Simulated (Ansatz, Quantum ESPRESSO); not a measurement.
# Na3HSe (Pm-3m): third-order response, part 2 of 3

Aim: Raman and infrared lines of Na3HSe (Pm-3m).

Quantum ESPRESSO 8.0 development, patched; DFT LDA, scalar-relativistic, plane waves, PseudoDojo norm-conserving pseudopotentials.

So far. Step 2 (A first look): A gap of 1.3 eV opens on this mesh, so the crystal is taken as an insulator; the start stands at -2.5 GPa. Step 4 (Ground state): The cell stands at 0.0030 GPa, close enough for phonons. The relaxed cell has a = 5.307 Å (conventional setting).

### Step 5. Zone-centre response

At q = 0 one unit cell holds all displacements; symmetry groups them into irreducible representations that are solved one by one. The response to a field gives ε∞ and the Born charges, which polar modes need. Third-order response adds the Raman tensors.

Input file ph.in:

```
phonons
 &inputph
    prefix='x',
    outdir='./tmp',
    fildyn='g.dyn',
    tr2_ph=1.0d-18,
    epsil=.true.,
    lraman=.true.,
    elop=.true.,
 /
0.000000000000 0.000000000000 0.000000000000
```

Started as:

```sh
OMP_NUM_THREADS=1 mpirun -n 4 ph.x -nk 4 -in ph.in > ph.out
```

The program printed:

```text
[banners, grids, parts of the stress and lines that vanish by symmetry left out]
[banner, memory and clock lines left out]
Program PHONON v.8.0dev

[...]
(   1q-points):
[...]
Exchange-correlation= PW
                           (   1   4   0   0   0   0   0)
[...]
kinetic-energy cut-off    =      88.0000  Ry
     charge density cut-off    =     352.0000  Ry
     convergence threshold     =      1.0E-18
[...]
Exchange-correlation= PW
                           (   1   4   0   0   0   0   0)
[...]
q = (   0.0000000   0.0000000   0.0000000 )
     49 Sym.Ops. (with q -> -q+G )
     G cutoff =  896.7113  ( 112259 G-vectors)     FFT grid: ( 60, 60, 60)
     number of k points=    10
[...]
Mode symmetry, O_h (m-3m)  point group:
[...]
Dielectric constant
[...]
End of electric fields calculation
          Dielectric constant in cartesian axis
          (       3.729654167       0.000000000       0.000000000 )
          (       0.000000000       3.729654167       0.000000000 )
          (       0.000000000       0.000000000       3.729654167 )
          Effective charges (d Force / dE) in cartesian axis without acoustic sum rule applied (asr)
           atom    1  H     Mean Z*:       -1.35564
      Ex  (       -1.35564        0.00000        0.00000 )
      Ey  (        0.00000       -1.35564        0.00000 )
      Ez  (        0.00000        0.00000       -1.35564 )
           atom    2  Se    Mean Z*:       -1.67545
      Ex  (       -1.67545        0.00000        0.00000 )
      Ey  (        0.00000       -1.67545        0.00000 )
      Ez  (        0.00000        0.00000       -1.67545 )
           atom    3  Na    Mean Z*:        1.00461
      Ex  (        0.93470        0.00000        0.00000 )
      Ey  (        0.00000        0.93470        0.00000 )
      Ez  (        0.00000        0.00000        1.14442 )
           atom    4  Na    Mean Z*:        1.00461
      Ex  (        0.93470        0.00000        0.00000 )
      Ey  (        0.00000        1.14442        0.00000 )
      Ez  (        0.00000        0.00000        0.93470 )
           atom    5  Na    Mean Z*:        1.00461
      Ex  (        1.14442        0.00000        0.00000 )
      Ey  (        0.00000        0.93470        0.00000 )
      Ez  (        0.00000        0.00000        0.93470 )
          Effective charges Sum: Mean:       -0.01727
[...]
Effective charges (d Force / dE) in cartesian axis with asr applied:
           atom    1  H     Mean Z*:       -1.35218
[...]
atom    2  Se    Mean Z*:       -1.67199
[...]
atom    3  Na    Mean Z*:        1.00806
[...]
atom    4  Na    Mean Z*:        1.00806
[...]
atom    5  Na    Mean Z*:        1.00806
[...]
Dielectric constant from finite-differences
          (       3.729568298       0.000000000       0.000000000 )
          (       0.000000000       3.729568298       0.000000000 )
          (       0.000000000       0.000000000       3.729568298 )
[...]
(       0.000000000       0.000000000       0.000000000 )
          (       0.000000000       0.000000000      -0.000000000 )
          (       0.000000000      -0.000000000       0.000000000 )
          (       0.000000000       0.000000000       0.000000000 )
          (       0.000000000       0.000000000       0.000000000 )
          (       0.000000000       0.000000000       0.000000000 )
          (       0.000000000      -0.000000000       0.000000000 )
          (       0.000000000       0.000000000       0.000000000 )
[...]
(       0.000000000       0.000000000       0.000000000 )
          (       0.000000000       0.000000000       0.000000000 )
          (       0.000000000       0.000000000       0.000000000 )
          (       0.000000000       0.000000000       0.000000000 )
          (       0.000000000       0.000000000       0.000000000 )
[...]
Representation #   1 modes #   1   2   3
[...]
End of self-consistent calculation
     Convergence has been achieved
     Representation #   2 modes #   4   5   6
[...]
End of self-consistent calculation
     Convergence has been achieved
     Representation #   3 modes #   7   8   9
[...]
End of self-consistent calculation
     Convergence has been achieved
     Representation #   4 modes #  10  11  12
[...]
End of self-consistent calculation
     Convergence has been achieved
     Representation #   5 modes #  13  14  15
[...]
End of self-consistent calculation
     Convergence has been achieved
[...]
Dielectric constant in cartesian axis
          (       3.729654167       0.000000000       0.000000000 )
          (       0.000000000       3.729654167       0.000000000 )
          (       0.000000000       0.000000000       3.729654167 )
          Effective charges (d Force / dE) in cartesian axis without acoustic sum rule applied (asr)
           atom    1  H     Mean Z*:       -1.35564
      Ex  (       -1.35564        0.00000        0.00000 )
      Ey  (        0.00000       -1.35564        0.00000 )
      Ez  (        0.00000        0.00000       -1.35564 )
           atom    2  Se    Mean Z*:       -1.67545
      Ex  (       -1.67545        0.00000        0.00000 )
      Ey  (        0.00000       -1.67545        0.00000 )
      Ez  (        0.00000        0.00000       -1.67545 )
           atom    3  Na    Mean Z*:        1.00461
      Ex  (        0.93470        0.00000        0.00000 )
      Ey  (        0.00000        0.93470        0.00000 )
      Ez  (        0.00000        0.00000        1.14442 )
           atom    4  Na    Mean Z*:        1.00461
      Ex  (        0.93470        0.00000        0.00000 )
      Ey  (        0.00000        1.14442        0.00000 )
      Ez  (        0.00000        0.00000        0.93470 )
           atom    5  Na    Mean Z*:        1.00461
      Ex  (        1.14442        0.00000        0.00000 )
      Ey  (        0.00000        0.93470        0.00000 )
      Ez  (        0.00000        0.00000        0.93470 )
          Effective charges Sum: Mean:       -0.01727
[...]
Effective charges (d Force / dE) in cartesian axis with asr applied:
           atom    1  H     Mean Z*:       -1.35218
[...]
atom    2  Se    Mean Z*:       -1.67199
[...]
atom    3  Na    Mean Z*:        1.00806
[...]
atom    4  Na    Mean Z*:        1.00806
[...]
atom    5  Na    Mean Z*:        1.00806
[...]
q = (    0.000000000   0.000000000   0.000000000 )
[...]
freq (    1) =      -8.936630 [THz] =    -298.093901 [cm-1]
     freq (    2) =      -8.936630 [THz] =    -298.093901 [cm-1]
     freq (    3) =      -8.936630 [THz] =    -298.093901 [cm-1]
     freq (    4) =      -1.434485 [THz] =     -47.849267 [cm-1]
     freq (    5) =      -1.434485 [THz] =     -47.849267 [cm-1]
     freq (    6) =      -1.434485 [THz] =     -47.849267 [cm-1]
     freq (    7) =       0.502671 [THz] =      16.767303 [cm-1]
     freq (    8) =       0.502671 [THz] =      16.767303 [cm-1]
     freq (    9) =       0.502671 [THz] =      16.767303 [cm-1]
     freq (   10) =       4.133594 [THz] =     137.881846 [cm-1]
     freq (   11) =       4.133594 [THz] =     137.881846 [cm-1]
     freq (   12) =       4.133594 [THz] =     137.881846 [cm-1]
     freq (   13) =       9.198195 [THz] =     306.818768 [cm-1]
     freq (   14) =       9.198195 [THz] =     306.818768 [cm-1]
     freq (   15) =       9.198195 [THz] =     306.818768 [cm-1]
[...]
Mode symmetry, O_h (m-3m)  point group:
     freq (   1-   3) =       -298.1  [cm-1]   --> T_1u G_15  G_4- I
     freq (   4-   6) =        -47.8  [cm-1]   --> T_2u G_25  G_5-
     freq (   7-   9) =         16.8  [cm-1]   --> T_1u G_15  G_4- I
     freq (  10-  12) =        137.9  [cm-1]   --> T_1u G_15  G_4- I
     freq (  13-  15) =        306.8  [cm-1]   --> T_1u G_15  G_4- I
```

Wall time 22 min (4 MPI ranks of Intel Xeon 6975P-C (Granite Rapids), shared host).

Read from the output:

| Item | Value |
| --- | --- |
| miss of the charge sum rule | 0.01727 e |
| largest acoustic frequency at the zone centre before the sum rule | 16.77 cm⁻¹ |
| highest optical zone-centre mode (no LO-TO term) | 306.8 cm⁻¹ |
| lowest optical zone-centre mode | -298.1 cm⁻¹ |
| mean high-frequency dielectric constant | 3.730 |
| largest Born charge in size (third of the trace) | 1.675 e |

Born charge (rows field, columns displacement), before the sum rule (e), principal values of the symmetric part by kind of site:

```tsv
atom	atoms with these values	low	middle	high	mean
H1	1	-1.36	-1.36	-1.36	-1.36
Se2	1	-1.68	-1.68	-1.68	-1.68
Na3	3	0.93	0.93	1.14	1.00
```

In full for Se2:

```
-1.68  0.00  0.00
 0.00 -1.68  0.00
 0.00  0.00 -1.68
```

High-frequency dielectric tensor:

```
3.73 0.00 0.00
0.00 3.73 0.00
0.00 0.00 3.73
```

The acoustic modes at Γ come out as far as 16.8 cm⁻¹ from zero, where they should vanish, a sizeable error of basis and grid; the Born charges miss their sum rule by 0.017 e, which is good. The lowest optical mode is imaginary, 298i cm⁻¹, an instability at this level and on this k mesh.

### Step 6. Zone-centre analysis

A rigid shift of the crystal must cost nothing, but grids and finite bases break this; the acoustic sum rule is imposed before the matrix is diagonalised again. With Born charges the intensities follow; a static dielectric tensor has no meaning with imaginary modes.

Input file dynmat.in:

```
 &input
    fildyn='g.dyn',
    asr='simple',
    fileig='dynmat.eig',
    lperm=.true.,
 /
```

Started as:

```sh
dynmat.x -in dynmat.in > dynmat.out
```

The program printed:

```text
[banner, memory and clock lines left out]
Program DYNMAT v.8.0dev

     Reading Dynamical Matrix from file g.dyn
     ...Force constants read
     ...epsilon and Z* read
     ...Raman cross sections read
     A direction for q was not specified:TO-LO splitting will be absent

     Polarizability (A^3 units)
     multiply by 0.523592 for Clausius-Mossotti correction (not under assume_isolated = 'mt')
        32.464275    0.000000    0.000000
         0.000000   32.464275    0.000000
         0.000000    0.000000   32.464275

     IR activities are in (D/A)^2/amu units

# mode   [cm-1]    [THz]      IR
    1   -298.10   -8.9367   41.7471
    2   -298.10   -8.9367   41.7471
    3   -298.10   -8.9367   41.7471
    4    -53.59   -1.6065    0.0000
    5    -53.59   -1.6065    0.0000
    6    -53.59   -1.6065    0.0000
    7     -0.00   -0.0000    0.0000
    8      0.00    0.0000    0.0000
    9      0.00    0.0000    0.0000
   10    136.67    4.0973    1.5623
   11    136.67    4.0973    1.5623
   12    136.67    4.0973    1.5623
   13    305.97    9.1728    2.4445
   14    305.97    9.1728    2.4445
   15    305.97    9.1728    2.4445

Electronic dielectric permittivity tensor (relative, adimensional)
         3.729654    0.000000    0.000000
         0.000000    3.729654    0.000000
         0.000000    0.000000    3.729654

 ... with zone-center polar mode contributions
         5.295856   -0.000000    0.000000
        -0.000000    5.295856    0.000000
         0.000000    0.000000    5.295856

[end of the log left out, with the tail of the file of modes that dynmat.x writes under the same name]
```

Wall time 0.77 s (1 thread).

Read from the output:

* highest optical zone-centre mode (no LO-TO term): 306.0 cm⁻¹

Unit eigenvectors of the mass-weighted matrix after the sum rule; no LO-TO term. Modes at Γ, with each element's share of the kinetic energy (negative means imaginary):

```tsv
mode	frequency (cm⁻¹)	H %	Se %	Na %
1	-298.1	84	2	14
2	-298.1	84	2	14
3	-298.1	84	2	14
4	-53.6	0	0	100
5	-53.6	0	0	100
6	-53.6	0	0	100
7	0.0	1	53	46
8	0.0	1	53	46
9	0.0	1	53	46
10	136.7	15	27	58
11	136.7	15	27	58
12	136.7	15	27	58
13	306.0	0	18	81
14	306.0	0	18	81
15	306.0	0	18	81
```

Displacements in mode 2 (-298.1 cm⁻¹), the largest set to 1:
```
H1   0.00  0.00  1.00
Se2  0.00  0.00  0.02
Na3  0.00  0.00  0.02
Na4  0.00  0.00 -0.06
Na5  0.00  0.00 -0.06
```

Displacements in mode 14 (306.0 cm⁻¹), the largest set to 1:
```
H1   0.00  0.00 -0.19
Se2  0.00  0.00 -0.26
Na3  0.00  0.00  1.00
Na4  0.00  0.00 -0.05
Na5  0.00  0.00 -0.05
```

Degenerate modes summed, no LO-TO term; imaginary modes left out. Lines of the infrared spectrum (strongest = 100):

```tsv
position (cm⁻¹)	lines merged	IR intensity, relative
137	3	64
306	3	100
```

The rule also moves an optical mode by 5.7 cm⁻¹.

### Step 7. Sum rules set otherwise: a sum rule for molecules or wires on a crystal

This rule also removes rotations, which suits wires and not a crystal; it is tried to see the harm.

Input file dynmat.in:

```
 &input
    fildyn='g.dyn',
    asr='one-dim',
    fileig='dynmat.eig',
    lperm=.true.,
 /
```

Started as:

```sh
dynmat.x -in dynmat.in > dynmat.out
```

The program printed:

```text
[banner, memory and clock lines left out]
Program DYNMAT v.8.0dev

     Reading Dynamical Matrix from file g.dyn
     ...Force constants read
     ...epsilon and Z* read
     ...Raman cross sections read
asr rotation axis in 1D system=    3
     Acoustic Sum Rule: || Z*(ASR) - Z*(orig)|| =    1.337592E-02
     Acoustic Sum Rule: ||dyn(ASR) - dyn(orig)||=    2.335062E-02
     Message from routine dynmat:
     WARNING: the charges keep any dipole. Ignore the strengths of the modes set to zero; with q typed a rigid rotation may get a frequency
     A direction for q was not specified:TO-LO splitting will be absent

     Polarizability (A^3 units)
     multiply by 0.523592 for Clausius-Mossotti correction (not under assume_isolated = 'mt')
        32.464275    0.000000    0.000000
         0.000000   32.464275    0.000000
         0.000000    0.000000   32.464275

     IR activities are in (D/A)^2/amu units

# mode   [cm-1]    [THz]      IR
    1   -302.13   -9.0576   44.1224
    2   -295.37   -8.8551   41.6836
    3   -295.37   -8.8551   41.6836
    4    -47.85   -1.4345    0.0000
    5    -47.85   -1.4345    0.0000
    6     -0.00   -0.0000    0.0361
    7     -0.00   -0.0000    0.0405
    8      0.00    0.0000    0.0158
    9      0.00    0.0000    0.1041
   10     69.22    2.0751    0.0590
   11    137.76    4.1298    1.5849
   12    137.76    4.1298    1.5849
   13    303.67    9.1037    1.3760
   14    306.71    9.1949    2.4854
   15    306.71    9.1949    2.4854

Electronic dielectric permittivity tensor (relative, adimensional)
         3.729654    0.000000    0.000000
         0.000000    3.729654    0.000000
         0.000000    0.000000    3.729654

 ... with zone-center polar mode contributions
         4.708426    0.590114   -0.000000
         0.590114    4.708426   -0.000000
        -0.000000   -0.000000    5.298540

[end of the log left out, with the tail of the file of modes that dynmat.x writes under the same name]
```

The job ended after 0.73 s (1 thread).

The program raised no error, yet the settings are not those of a careful run.

The fault: a sum rule for molecules or wires on a crystal; 1 optical mode is projected out to zero frequency, as if it were a rotation.

For a crystal the rule has to be 'simple' or 'crystal'.

Zone-centre frequencies as printed; negative means imaginary. Modes:

```tsv
mode	frequency (cm⁻¹)
1	-302.1
2	-295.4
3	-295.4
4	-47.85
5	-47.85
6	0
7	0
8	0
9	0
10	69.22
11	137.8
12	137.8
13	303.7
14	306.7
15	306.7
```

### Step 8. Sum rules set otherwise (asr no)

Without the rule the raw error of the acoustic modes shows.

Input file dynmat.in:

```
 &input
    fildyn='g.dyn',
    asr='no',
    fileig='dynmat.eig',
    lperm=.true.,
 /
```

Started as:

```sh
dynmat.x -in dynmat.in > dynmat.out
```

The program printed:

```text
[banner, memory and clock lines left out]
Program DYNMAT v.8.0dev

     Reading Dynamical Matrix from file g.dyn
     ...Force constants read
     ...epsilon and Z* read
     ...Raman cross sections read
     A direction for q was not specified:TO-LO splitting will be absent

     Polarizability (A^3 units)
     multiply by 0.523592 for Clausius-Mossotti correction (not under assume_isolated = 'mt')
        32.464275    0.000000    0.000000
         0.000000   32.464275    0.000000
         0.000000    0.000000   32.464275

     IR activities are in (D/A)^2/amu units

# mode   [cm-1]    [THz]      IR
    1   -298.09   -8.9366   41.9633
    2   -298.09   -8.9366   41.9633
    3   -298.09   -8.9366   41.9633
    4    -47.85   -1.4345    0.0000
    5    -47.85   -1.4345    0.0000
    6    -47.85   -1.4345    0.0000
    7     16.77    0.5027    0.0001
    8     16.77    0.5027    0.0001
    9     16.77    0.5027    0.0001
   10    137.88    4.1336    1.5468
   11    137.88    4.1336    1.5468
   12    137.88    4.1336    1.5468
   13    306.82    9.1982    2.4401
   14    306.82    9.1982    2.4401
   15    306.82    9.1982    2.4401

Electronic dielectric permittivity tensor (relative, adimensional)
         3.729654    0.000000    0.000000
         0.000000    3.729654    0.000000
         0.000000    0.000000    3.729654

 ... with zone-center polar mode contributions
         5.265909   -0.000000    0.000000
        -0.000000    5.265909   -0.000000
         0.000000   -0.000000    5.265909

[end of the log left out, with the tail of the file of modes that dynmat.x writes under the same name]
```

Elapsed: 0.71 s, on 1 thread.

Read from the output:

* highest optical zone-centre mode (no LO-TO term): 306.8 cm⁻¹

Zone-centre frequencies as printed; negative means imaginary. Modes:

```tsv
mode	frequency (cm⁻¹)
1	-298.1
2	-298.1
3	-298.1
4	-47.85
5	-47.85
6	-47.85
7	16.77
8	16.77
9	16.77
10	137.9
11	137.9
12	137.9
13	306.8
14	306.8
15	306.8
```

Against the first rule no mode moves by more than 16.8 cm⁻¹.

### Step 9. Modes along a direction of q (1 0 0)

A longitudinal polar mode sets up a macroscopic field that stiffens it; the term hangs on the direction from which q goes to zero.

Input file dynmat.in:

```
 &input
    fildyn='g.dyn',
    asr='simple',
    fileig='dynmat.eig',
    q(1)=1.0,
    q(2)=0.0,
    q(3)=0.0,
 /
```

Started as:

```sh
dynmat.x -in dynmat.in > dynmat.out
```

The program printed:

```text
[banner, memory and clock lines left out]
Program DYNMAT v.8.0dev

     Reading Dynamical Matrix from file g.dyn
     ...Force constants read
     ...epsilon and Z* read
     ...Raman cross sections read

     Polarizability (A^3 units)
     multiply by 0.523592 for Clausius-Mossotti correction (not under assume_isolated = 'mt')
        32.464275    0.000000    0.000000
         0.000000   32.464275    0.000000
         0.000000    0.000000   32.464275

     IR activities are in (D/A)^2/amu units

# mode   [cm-1]    [THz]      IR
    1   -298.10   -8.9367   41.7471
    2   -298.10   -8.9367   41.7471
    3    -53.59   -1.6065    0.0000
    4    -53.59   -1.6065    0.0000
    5    -53.59   -1.6065    0.0000
    6     -0.00   -0.0000    0.0000
    7     -0.00   -0.0000    0.0000
    8      0.00    0.0000    0.0000
    9     87.83    2.6329    3.8374
   10    136.67    4.0973    1.5623
   11    136.67    4.0973    1.5623
   12    238.26    7.1428   14.0968
   13    305.97    9.1728    2.4445
   14    305.97    9.1728    2.4445
   15    366.09   10.9751   27.8196

[end of the log left out, with the tail of the file of modes that dynmat.x writes under the same name]
```

The job ended after 0.71 s (1 thread).

Numbers from this step:

```yaml
highest_mode_moved_by_the_lo_to_term: 366.1 cm⁻¹
```

Zone-centre frequencies as printed; negative means imaginary. Modes:

```tsv
mode	frequency (cm⁻¹)
1	-298.1
2	-298.1
3	-53.59
4	-53.59
5	-53.59
6	0
7	0
8	0
9	87.83
10	136.7
11	136.7
12	238.3
13	306
14	306
15	366.1
```

The field moves 3 modes; the highest of them now lies at 366 cm⁻¹, where the highest that moved away lay at 306.

[end of part 2 of 3]

[Host names and launcher messages were left out of these logs when they were recorded.]

[Logs are printed without paths, hosts, clocks, repeated set-up lines and the standing remarks that a program may print on its own settings, such as how far it seeks lower states.]

[Hosts, paths, dates, database ids (printed as entryN), source tags and the programs' standing remarks are cut or masked in the printed files.]
